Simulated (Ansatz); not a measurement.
## A hypothetical structure for Ni3Sn2O2

This structure for Ni3Sn2O2 is made up. Its elements were placed in a known structure type with a cell scaled to their sizes. What cell does the guess relax to, and how far off was it?

Main program and level: Ansatz 0.2.0; DFT, PBEsol, plane-wave PAW, files of the set soft_1, scalar-relativistic, ferromagnetic start, cell and ions relaxed at zero pressure; PAW set soft_1, in the first sound run; inputs show where later runs differ.

## Step 1: The starting structure

Symmetry: R-3m, No. 166, trigonal system. The conventional cell has a = 4.896 Å, b = 4.896 Å, c = 12.052 Å, α = 90.00°, β = 90.00°, γ = 120.00°. Nearest to Sn lie 6 Ni at 2.45 Å and 2 O at 2.61 Å. Sn has 6 Ni at 2.46 Å nearest. Nearest to Ni lie 2 O at 2.00 Å. O has 3 Ni at 2.00 Å and 1 Sn at 2.61 Å nearest. Farther neighbours and most contacts between anions are not listed.

## Step 2: Relaxation of the guess

The guessed cell has no reason to be at equilibrium. It is relaxed with the atoms, within the space group of the guess.

File input.yaml:

```yaml
crystal:
  lattice:
    - [2.448, 1.413353459, 4.017333333]
    - [-2.448, 1.413353459, 4.017333333]
    - [0.0, -2.826706918, 4.017333333]
  atoms:
    - { symbol: Sn, position: [0.0, 0.0, 0.0] }
    - { symbol: Sn, position: [0.5, 0.5, 0.5] }
    - { symbol: Ni, position: [0.5, 0.5, 0.0], spin: 1.0 }
    - { symbol: Ni, position: [0.5, 0.0, 0.5], spin: 1.0 }
    - { symbol: Ni, position: [0.0, 0.5, 0.5], spin: 1.0 }
    - { symbol: O, position: [0.783633333, 0.783633333, 0.783633333] }
    - { symbol: O, position: [0.216366667, 0.216366667, 0.216366667] }
magnetization:
  spin_polarized: true
kpoints:
  mp_grid: { grid: [7, 7, 7] }
scf:
  occupations: { method: fermi_dirac, width: 0.05 }
hamiltonian:
  xc: pbesol
  pseudopotentials: { kind: paw, azcp: { folder: soft_1 }, xc_functional: pbe }
relax:
  f_tol: 0.015
  max_steps: 70
  cell: {}
output:
  forces: true
  stress: true
```

On the command line:

```
$ ansatz run input.yaml --threads 4 --pin off --max-ram 10240MiB --backend cpu --events-out ev --progress --plain --runs-dir out
```

Numbers of over 12 decimals in the logs are rounded to 6 here.

What it wrote:

```text
Engine: ansatz 0.2.0, aarch64-unknown-linux-gnu
Pseudopotentials: kind: paw
Pseudopotential: Sn, paw, valence charge 14, recommended cutoff 420 eV (normal), soft_1/Sn.paw.azcp
Pseudopotential: Ni, paw, valence charge 18, recommended cutoff 420 eV (normal), soft_1/Ni.paw.azcp
Pseudopotential: O, paw, valence charge 6, recommended cutoff 420 eV (normal), soft_1/O.paw.azcp
Functional definition: PBEsol
  exchange = pbesol_x
  correlation = pbesol_c
Crystal: 7 atoms, lattice volume = 83.397 Å³
Basis set: ecut = 420 eV, 1639 PW (Γ), exchange–correlation on 72×72×72 points (8 copies of the dense FFT grid, shifted against one another)
Bands: 59, of which v1, the nominal top of the filled ones, is band 47 counted from 1 (46 counted from 0)
Symmetry: 12 space group operations
Space group: R-3m (ITA 166), of the structure as read, at distance tolerance 4.4e-5 Å
Magnetic group: BNS 166.97 (UNI 1327), of the structure as read, at distance tolerance 4.4e-5 Å
k-points: 44 of 343
Non-local potential: Sn, projectors of the file, l = 0: 2, l = 1: 2, l = 2: 2, l = 3: 1
Non-local potential: Ni, projectors of the file, l = 0: 3, l = 1: 2, l = 2: 3, l = 3: 1
Non-local potential: O, projectors of the file, l = 0: 2, l = 1: 2, l = 2: 1
PAW form: soft (Blöchl's): semilocal exchange-correlation on the pseudo side does not see the compensation charge
PAW frozen core: Sn, regenerated for the run's functional, and the local potential with it (the file was generated under x = pbe(κ = 0.804, μ = 0.219515), c = pbe(β = 0.066725))
PAW frozen core: Ni, regenerated for the run's functional, and the local potential with it (the file was generated under x = pbe(κ = 0.804, μ = 0.219515), c = pbe(β = 0.066725))
PAW frozen core: O, regenerated for the run's functional, and the local potential with it (the file was generated under x = pbe(κ = 0.804, μ = 0.219515), c = pbe(β = 0.066725))
PAW one-centre angular grid: Sn, 590 points (default); XC on 64 Gauss nodes
PAW one-centre angular grid: Ni, 590 points (default); XC on 64 Gauss nodes
PAW one-centre angular grid: O, 110 points (default); XC on 64 Gauss nodes
Initial density: superposition of atomic densities (chi_scale 0.1, normalization cell, long waves kept (reshape's long-wave potential 0.04 eV rms))
Starting moments: Σ|m| = 3 μB on 3 of 7 sites
Initial wavefunctions: pseudopotential atomic-orbital guess
Functional: x = pbesol(κ = 0.804, μ = 0.123457), c = pbesol(β = 0.046)
SCF iter   1: F=—  HF=-30428.916411 eV  |F-HF|=—  |Δ(HF+E_count)|=         —  Δρ=1.28e-1 (↑8.31e-2 ↓1.28e-1)  dr2=4.40e1  dr2_m=1.17e0  M=1.552 μB ∫|m|=1.676 μB  β_m=0.30  ethr=3.10e-3  ⟨swp⟩=6.7  Hψ=20571  notcnv=0  defer=52
Mixer restart at iter 1: flushing history
preconditioner: auto → Kerker (q_TF=auto, 2.783 Å⁻¹)  [metal: Δε(μ)=0.011 eV  Ē_g=15.020 eV  σ=0.050 eV  W_gap=0.05  n_scr=26 (ndim 8)  ℏωp=34.0 eV  f_vac=0.000  D(μ)=4.30/eV (n_scr^D=50)]
spin=Collinear: Kerker preconditioning applied to the charge; magnetization (m = ρ↑ − ρ↓) channel mixes plain (no charge-response kernel on spin).
SCF iter   2: F=—  HF=-30431.461237 eV  |F-HF|=—  |Δ(HF+E_count)|=    2.54e0  Δρ=5.33e-2 (↑3.36e-2 ↓5.33e-2)  dr2=8.45e0  dr2_m=6.30e-1  M=1.587 μB ∫|m|=1.733 μB  β_m=0.37  ethr=3.10e-3  ⟨swp⟩=3.4  Hψ=9521  notcnv=0  defer=370
SCF iter   3: F=—  HF=-30433.167395 eV  |F-HF|=—  |Δ(HF+E_count)|=    1.71e0  Δρ=4.89e-2 (↑1.93e-2 ↓4.89e-2)  dr2=5.30e0  dr2_m=5.24e-1  M=1.216 μB ∫|m|=1.385 μB  β_m=0.57  ethr=3.10e-3  ⟨swp⟩=2.6  Hψ=6823  notcnv=0  defer=383
SCF iter   4: F=—  HF=-30433.820398 eV  |F-HF|=—  |Δ(HF+E_count)|=   6.53e-1  Δρ=2.99e-2 (↑2.99e-2 ↓1.53e-2)  dr2=1.21e0  dr2_m=2.21e-1  M=0.741 μB ∫|m|=0.907 μB  β_m=0.60  ethr=3.10e-3  ⟨swp⟩=3.0  Hψ=8258  notcnv=0  defer=389
SCF iter   5: F=—  HF=-30432.781189 eV  |F-HF|=—  |Δ(HF+E_count)|=    1.04e0  Δρ=1.93e-2 (↑1.93e-2 ↓1.50e-2)  dr2=4.71e-1  dr2_m=3.60e-2  M=0.181 μB ∫|m|=0.290 μB  β_m=0.82  ethr=1.28e-3  ⟨swp⟩=3.1  Hψ=8906  notcnv=0  defer=417
SCF iter   6: F=—  HF=-30433.475041 eV  |F-HF|=—  |Δ(HF+E_count)|=   6.94e-1  Δρ=1.42e-2 (↑1.42e-2 ↓8.78e-3)  dr2=2.88e-1  dr2_m=8.02e-3  M=0.182 μB ∫|m|=0.236 μB  β_m=0.91  ethr=5.01e-4  ⟨swp⟩=2.7  Hψ=7501  notcnv=0  defer=423
SCF iter   7: F=—  HF=-30433.445114 eV  |F-HF|=—  |Δ(HF+E_count)|=         —  Δρ=3.76e-3 (↑1.72e-3 ↓3.76e-3)  dr2=8.33e-3  dr2_m=1.68e-3  M=0.035 μB ∫|m|=0.053 μB  β_m=0.91  ethr=3.06e-4  ⟨swp⟩=2.8  Hψ=7480  notcnv=0  defer=422
Mixer restart at iter 7: flushing history
SCF iter   8: F=—  HF=-30433.449805 eV  |F-HF|=—  |Δ(HF+E_count)|=   4.69e-3  Δρ=9.90e-4 (↑9.06e-4 ↓9.90e-4)  dr2=6.71e-4  dr2_m=4.71e-4  M=0.018 μB ∫|m|=0.027 μB  β_m=0.95  ethr=8.86e-6  ⟨swp⟩=2.0  Hψ=10427  notcnv=0  defer=412
SCF iter   9: F=—  HF=-30433.450771 eV  |F-HF|=—  |Δ(HF+E_count)|=   9.65e-4  Δρ=2.47e-3 (↑1.96e-3 ↓2.47e-3)  dr2=1.05e-2  dr2_m=1.00e-4  M=0.009 μB ∫|m|=0.014 μB  β_m=0.95  ethr=7.14e-7  ⟨swp⟩=2.5  Hψ=10134  notcnv=0  defer=412
SCF iter  10: F=—  HF=-30433.448881 eV  |F-HF|=—  |Δ(HF+E_count)|=   1.89e-3  Δρ=9.14e-4 (↑9.14e-4 ↓7.19e-4)  dr2=1.07e-3  dr2_m=1.04e-5  M=0.004 μB ∫|m|=0.006 μB  β_m=0.92  ethr=7.14e-7  ⟨swp⟩=2.8  Hψ=10250  notcnv=0  defer=412
SCF iter  11: F=—  HF=-30433.448877 eV  |F-HF|=—  |Δ(HF+E_count)|=   3.69e-6  Δρ=3.61e-4 (↑3.61e-4 ↓2.66e-4)  dr2=1.94e-4  dr2_m=1.14e-5  M=0.003 μB ∫|m|=0.005 μB  β_m=0.96  ethr=7.14e-7  ⟨swp⟩=2.0  Hψ=6902  notcnv=0  defer=412
SCF iter  12: F=—  HF=-30433.448886 eV  |F-HF|=—  |Δ(HF+E_count)|=   8.37e-6  Δρ=2.74e-4 (↑2.74e-4 ↓1.40e-4)  dr2=8.98e-5  dr2_m=3.93e-6  M=0.002 μB ∫|m|=0.003 μB  β_m=0.87  ethr=2.06e-7  ⟨swp⟩=2.0  Hψ=6964  notcnv=0  defer=412
SCF iter  13: F=—  HF=-30433.448863 eV  |F-HF|=—  |Δ(HF+E_count)|=   2.30e-5  Δρ=2.68e-5 (↑2.29e-5 ↓2.68e-5)  dr2=1.51e-6  dr2_m=2.43e-8  M=0.000 μB ∫|m|=0.000 μB  β_m=0.85  ethr=9.55e-8  ⟨swp⟩=2.0  Hψ=6704  notcnv=0  defer=412
SCF iter  14: F=—  HF=-30433.448863 eV  |F-HF|=—  |Δ(HF+E_count)|=   2.04e-7  Δρ=1.46e-5 (↑1.46e-5 ↓1.42e-5)  dr2=6.06e-7  dr2_m=2.84e-9  M=0.000 μB ∫|m|=0.000 μB  β_m=0.92  ethr=1.61e-9  ⟨swp⟩=2.6  Hψ=7934  notcnv=0  defer=412
SCF iter  15: F=—  HF=-30433.448863 eV  |F-HF|=—  |Δ(HF+E_count)|=   7.46e-8  Δρ=1.74e-6 (↑1.30e-6 ↓1.74e-6)  dr2=8.39e-9  dr2_m=7.55e-10  M=0.000 μB ∫|m|=0.000 μB  β_m=0.96  ethr=6.45e-10  ⟨swp⟩=2.0  Hψ=5767  notcnv=0  defer=412
SCF iter  16: F=-30433.448863 eV  HF=-30433.448863 eV  |F-HF|=1.02e-8  |Δ(HF+E_count)|=   1.87e-9  Δρ=2.19e-6 (↑2.15e-6 ↓2.19e-6)  dr2=1.23e-8  dr2_m=1.24e-11  M=-0.000 μB ∫|m|=0.000 μB  ethr=8.93e-12  ⟨swp⟩=2.0  Hψ=14514  notcnv=0
[...]
relax step   8: F+E_penalty+E_count = -30434.77437269 eV  Δ(F+E_penalty+E_count) = -4.389e-3 eV  max|allowed force component| = 4.357e-3 eV/Å  Δτ_max = 0.0136 Å  P = +0.160 GPa  Ω = 99.520 Å³  energy of the carried Pulay correction = -1.404e-3 eV  (9 SCF iters, dr2 threshold 7.00e-7 eV, accepted)
[...]
relax step   9: F+E_penalty+E_count = -30434.77417448 eV  Δ(F+E_penalty+E_count) = +1.982e-4 eV  max|allowed force component| = 8.308e-4 eV/Å  Δτ_max = 0.0036 Å  P = -0.011 GPa  Ω = 99.759 Å³  energy of the carried Pulay correction = -1.730e-3 eV  (9 SCF iters, dr2 threshold 9.26e-8 eV, accepted)
iter 1 solved again at ethr=1.06e-7 eV; its pass at ethr=3.10e-3 eV (dr2=9.98e-5 eV) is discarded
SCF iter   1: F=—  HF=-30434.775590 eV  |F-HF|=—  |Δ(HF+E_count)|=         —  Δρ=1.67e-4 (↑1.67e-4 ↓1.67e-4)  dr2=3.05e-6  dr2_m=9.14e-13  M=-0.000 μB ∫|m|=0.000 μB  β_m=0.65  ethr=1.06e-7  ⟨swp⟩=3.6  Hψ=35914  notcnv=0
preconditioner: auto → Kerker (q_TF=auto, 2.379 Å⁻¹)  [metal: Δε(μ)=0.010 eV  Ē_g=14.396 eV  σ=0.050 eV  W_gap=0.05  n_scr=20 (ndim 8)  ℏωp=31.1 eV  f_vac=0.037  D(μ)=2.66/eV (n_scr^D=14)]
spin=Collinear: Kerker preconditioning applied to the charge; magnetization (m = ρ↑ − ρ↓) channel mixes plain (no charge-response kernel on spin).
SCF iter   2: F=—  HF=-30434.775880 eV  |F-HF|=—  |Δ(HF+E_count)|=   2.90e-4  Δρ=6.02e-5 (↑6.02e-5 ↓6.02e-5)  dr2=7.67e-7  dr2_m=2.74e-14  M=0.000 μB ∫|m|=0.000 μB  β_m=0.61  ethr=3.24e-9  ⟨swp⟩=2.0  Hψ=6992  notcnv=0
SCF iter   3: F=—  HF=-30434.775917 eV  |F-HF|=—  |Δ(HF+E_count)|=   3.74e-5  Δρ=1.93e-5 (↑1.93e-5 ↓1.93e-5)  dr2=1.38e-7  dr2_m=8.74e-15  M=0.000 μB ∫|m|=0.000 μB  β_m=0.57  ethr=8.15e-10  ⟨swp⟩=2.0  Hψ=7320  notcnv=0
SCF iter   4: F=—  HF=-30434.775921 eV  |F-HF|=—  |Δ(HF+E_count)|=   3.66e-6  Δρ=1.47e-6 (↑1.47e-6 ↓1.47e-6)  dr2=1.32e-9  dr2_m=1.78e-15  M=0.000 μB ∫|m|=0.000 μB  β_m=0.57  ethr=1.47e-10  ⟨swp⟩=2.0  Hψ=7475  notcnv=0
SCF iter   5: F=—  HF=-30434.775927 eV  |F-HF|=—  |Δ(HF+E_count)|=   6.44e-6  Δρ=2.00e-6 (↑2.00e-6 ↓2.00e-6)  dr2=9.65e-9  dr2_m=6.86e-16  M=0.000 μB ∫|m|=0.000 μB  β_m=0.57  ethr=1.41e-12  ⟨swp⟩=2.0  Hψ=9400  notcnv=0
SCF iter   6: F=—  HF=-30434.775927 eV  |F-HF|=—  |Δ(HF+E_count)|=   1.56e-9  Δρ=1.60e-6 (↑1.60e-6 ↓1.60e-6)  dr2=6.63e-9  dr2_m=1.30e-16  M=0.000 μB ∫|m|=0.000 μB  β_m=0.79  ethr=1.41e-12  ⟨swp⟩=2.0  Hψ=9400  notcnv=0
SCF iter   7: F=—  HF=-30434.775927 eV  |F-HF|=—  |Δ(HF+E_count)|=   1.64e-8  Δρ=4.25e-7 (↑4.25e-7 ↓4.24e-7)  dr2=9.44e-10  dr2_m=3.66e-16  M=0.000 μB ∫|m|=0.000 μB  β_m=0.89  ethr=1.41e-12  ⟨swp⟩=2.0  Hψ=7462  notcnv=0
SCF iter   8: F=—  HF=-30434.775927 eV  |F-HF|=—  |Δ(HF+E_count)|=  3.24e-10  Δρ=2.21e-7 (↑2.21e-7 ↓2.20e-7)  dr2=1.83e-10  dr2_m=2.58e-17  M=0.000 μB ∫|m|=0.000 μB  β_m=0.91  ethr=1.00e-12  ⟨swp⟩=2.0  Hψ=7072  notcnv=0
SCF iter   9: F=—  HF=-30434.775927 eV  |F-HF|=—  |Δ(HF+E_count)|=  1.46e-11  Δρ=5.71e-8 (↑5.71e-8 ↓5.71e-8)  dr2=1.07e-11  dr2_m=1.55e-18  M=-0.000 μB ∫|m|=0.000 μB  β_m=0.95  ethr=1.00e-12  ⟨swp⟩=2.0  Hψ=6392  notcnv=0
SCF iter  10: F=—  HF=-30434.775927 eV  |F-HF|=—  |Δ(HF+E_count)|=  2.91e-11  Δρ=1.67e-7 (↑1.67e-7 ↓1.67e-7)  dr2=9.07e-11  dr2_m=1.08e-19  M=-0.000 μB ∫|m|=0.000 μB  β_m=0.98  ethr=1.00e-12  ⟨swp⟩=1.0  Hψ=5192  notcnv=0
SCF iter  11: F=-30434.775927 eV  HF=-30434.775927 eV  |F-HF|=1.82e-11  |Δ(HF+E_count)|=  3.64e-12  Δρ=5.76e-8 (↑5.76e-8 ↓5.76e-8)  dr2=1.10e-11  dr2_m=1.54e-20  M=-0.000 μB ∫|m|=0.000 μB  ethr=1.00e-12  ⟨swp⟩=3.0  Hψ=15780  notcnv=0
the starting moments were not kept: the SCF closed with an absolute magnetisation of 1.9e-10 μB, where they sum to 3 μB in size (3 sites). That is at most 0.1 of that sum. Measured as dr2_m measures the in/out step, that magnetisation stands 0 eV from none, at or under the dr2_threshold of 7.0e-11 eV: it is no larger than a step whose dr2_m would equal this threshold.
SCF 10 converged in 11 iterations: F = -30434.775927 eV  dr2 = 1.10e-11
relax step  10: F+E_penalty+E_count = -30434.77592723 eV  Δ(F+E_penalty+E_count) = -1.753e-3 eV  max|allowed force component| = 7.217e-4 eV/Å  Δτ_max = 0.0000 Å  P = -0.015 GPa  Ω = 99.759 Å³  stress off target by 3.21e-2 GPa  SCF on the basis re-selected at this cell (its energy is not comparable with the rows above)  (11 SCF iters)
basis re-selected at this cell: Δ(F+E_penalty+E_count) = -1.753e-3 eV, ΔP = -0.004 GPa vs the last step (what re-selecting the basis moved, of the pressure what is left beyond the Pulay correction that the steps carried, after the strain that the cell walked since its last selection, with what the two solves' SCF thresholds leave and, on support functions, any second-order correction that the steps lacked; it is no m [...]
SCF converged after 11 iterations
Magnetization: -0.0000 μB (47.0000 up, 47.0000 down)
Absolute magnetization: 0.0000 μB (∫|ρ↑−ρ↓|, with the PAW one-centre terms)
Spin contamination: 0.0000 ħ² per cell (⟨S²⟩ above its minimum at these occupations)
Per-site moments (μB) at R_I (Å): [(3.039800343088661e-12, 1.099521), (2.1931414593006263e-12, 1.049692), (-2.4339472362209807e-11, 0.779668), (-2.4339691370454058e-11, 0.779668), (-2.43395315285762e-11, 0.779668), (-2.2472664723561524e-11, 0.779668), (-2.2472628355207216e-11, 0.779668)]
Free energy (F): -30434.775927 eV
Harris-Foulkes:  -30434.775927 eV  (|F-HF|=1.82e-11)
Internal energy: -30434.752301 eV  (E = F + TS)
E sigma→0 (E₀):  -30434.764114 eV
Entropy (-TS):   -0.023627 eV (-3.375 meV/atom)
Fermi energy:    12.836384 eV
--- Per-component energies (eV) ---
  E_band       = -1228.523429
  E_kinetic    = 1693.720854
  E_local      = -14406.445706  (includes V_loc(G=0)·N_el)
  E_nonlocal   = 58.148654
  E_hartree    = 7366.772309
  E_xc         = -727.374644
  E_vxc        = -778.463325  (∫ρ·V_xc dr)
  E_paw        = -13774.202592  (= ΣΔE_a)
  E_vpaw       = -2529.033796  (= ΣTr[D̂ρ^β])
  E_aug_tail   = 0.004780  (compensation charges beyond the density's cutoff)
  E_ewald      = -10646.608077
  E_core_change = 1.232123  (= ΣΔE_core)
  E_smearing   = -0.023627  (= −TS)
  E_closure    = -0.000000  (closes the sum)
  Σ components = -30434.775927   (vs F -30434.775927, Δ=0.00e0)
--- Forces (eV/Å), atoms counted from 1 ---
  atom   1  Sn     0.00000000     0.00000000     0.00000000
  atom   2  Sn     0.00000000    -0.00000000    -0.00000000
  atom   3  Ni     0.00000000     0.00000000    -0.00000000
  atom   4  Ni    -0.00000000     0.00000000    -0.00000000
  atom   5  Ni    -0.00000000    -0.00000000     0.00000000
  atom   6  O      0.00000000     0.00000000     0.00072171
  atom   7  O      0.00000000    -0.00000000    -0.00072171
  max |Σ_I F_I| component: 4.63e-18 eV/Å
--- Stress (GPa, compression-positive) ---
       -0.006093      -0.000000      -0.000000
       -0.000000      -0.006093      -0.000000
       -0.000000       0.000000      -0.032102
  P = ⅓ Tr σ = -0.0148 GPa (-0.148 kbar)
--- Relaxed structure (8 steps of the walk, 8 accepted, 2 SCFs on fresh bases) ---
  F+E_penalty+E_count = -30434.77592723 eV   max|allowed force component| = 7.217e-4 eV/Å   (the final SCF, on the basis selected at the relaxed cell)
  cell:  # Å, volume = 99.7595 Å³
    - [2.665505, 1.538930, 4.053261]
    - [-2.665505, 1.538930, 4.053261]
    - [1.4539013027061073e-17, -3.077859, 4.053261]
  atoms:
    - { symbol: Sn, position: [0, 0, 0] }
    - { symbol: Sn, position: [0.500000, 0.500000, 0.500000] }
    - { symbol: Ni, position: [0.5, 0.5, 0.0] }
    - { symbol: Ni, position: [0.5, 0.0, 0.5] }
    - { symbol: Ni, position: [0.0, 0.5, 0.5] }
    - { symbol: O, position: [0.756911, 0.756911, 0.756911] }
    - { symbol: O, position: [0.243089, 0.243089, 0.243089] }
```

The job ended after 1.7 min (4 threads of Arm Neoverse V1, shared host; peak memory 0.73 GiB; 6.7 min of CPU time).

The steps of the relaxation:

```csv
step,energy less that of the first step (eV),largest force component (eV/Å),pressure (GPa),volume (Å³)
1,0.0000,0.8355,19.39,83.40
2,-0.8358,1.1878,2.65,91.99
3,-1.1424,0.9165,-1.87,96.66
4,-1.2164,0.5924,4.40,96.55
5,-1.2546,0.0564,0.02,98.15
6,-1.2548,0.0040,0.02,98.41
7*,-1.3211,0.0095,1.14,98.41
8,-1.3255,0.0044,0.16,99.52
9,-1.3253,0.0008,-0.01,99.76
10*,-1.3271,0.0007,-0.01,99.76
```

Relaxation steps marked * repeat the geometry before them on a plane-wave basis chosen anew for their cell, so energy and pressure can jump there.

Forces are held to the 12 operations that the run works with; a distortion that breaks them can't arise in this run.

```csv
"conventional cell, symmetrised",before,after,change
a (Å),4.896,5.331,+8.9 %
b (Å),4.896,5.331,+8.9 %
c (Å),12.052,12.160,+0.9 %
volume (Å³/atom),11.91,14.25,+19.6 %
```

The atoms that moved most (Å, as changes of fractional coordinates times the final cell):

```csv
atom,dx,dy,dz,length
O7,0.000,0.000,0.325,0.325
O6,0.000,0.000,-0.325,0.325
```

Numbers from this step:

* free energy: -30434.7759 eV
* energy at zero smearing: -30434.7641 eV
* smearing term TS: 0.02363 eV
* Fermi energy: 12.84 eV
* electrons: 94
* symmetry operations: 12
* pressure: -0.01476 GPa

Shortest distances by pair of elements, guess and relaxed (not always the same contact):

```csv
pair,guess (Å),relaxed (Å)
Ni–O,1.996,1.890
Ni–Sn,2.448,2.545
Ni–Ni,2.448,2.666
O–Sn,2.608,2.956
O–O,3.070,3.595
```

The relaxation ends with a largest force component of 7.2e-4 eV/Å and a pressure of -0.01 GPa. No moment survives the cycle: this start ends non-magnetic.

(Continued in part 2 of 2.)

[Logs are printed without paths, hosts, clocks, repeated set-up lines and the standing remarks that a program may print on its own settings, such as how far it seeks lower states.]

[Hosts, paths, dates, database ids (printed as entryN), source tags and the programs' standing remarks are cut or masked in the printed files.]
